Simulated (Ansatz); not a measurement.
Rows from a G0W0 calculation on TiO2 (Anatase) (Ansatz 0.2.0; G0W0 on PBE, plane waves, PAW; 6×6×6 mesh, 539 empty bands, screening to 230 eV, plasmon pole), in eV. Spin-orbit coupling is left out.

| row | k | band | start | Σx | Σc at the solution | Vxc |
| --- | --- | --- | --- | --- | --- | --- |
| A | Γ | c2 | 10.198 | -13.456 | -7.420 | -22.140 |
| B | (0.000, 0.000, -0.500) | c1 | 10.694 | -13.884 | -7.513 | -22.715 |
| C | Γ | c1 | 9.457 | -13.075 | -6.621 | -20.792 |
| D | Γ | v1 | 6.860 | -25.321 | 4.570 | -20.324 |
| E | (0.000, 0.000, -0.500) | v1 | 7.290 | -25.809 | 4.500 | -20.938 |

Q: Give the quasiparticle energies and the shift of each level.

The quasiparticle equation reads E = start + Σx + Σc(E) − Vxc.

| row | E (eV) | shift (eV) |
| --- | --- | --- |
| A | 11.461 | +1.263 |
| B | 12.012 | +1.319 |
| C | 10.552 | +1.095 |
| D | 6.434 | −0.426 |
| E | 6.919 | −0.371 |

Limits: not at the basis limit.

[Runs of the session that timed out or met a known fault of the program may be left out.]

[Cells called generated may have been cut or substituted from an entry of the Crystallography Open Database or the Materials Project.]

[Hosts, paths, dates, database ids (printed as entryN), source tags and the programs' standing remarks are cut or masked in the printed files.]
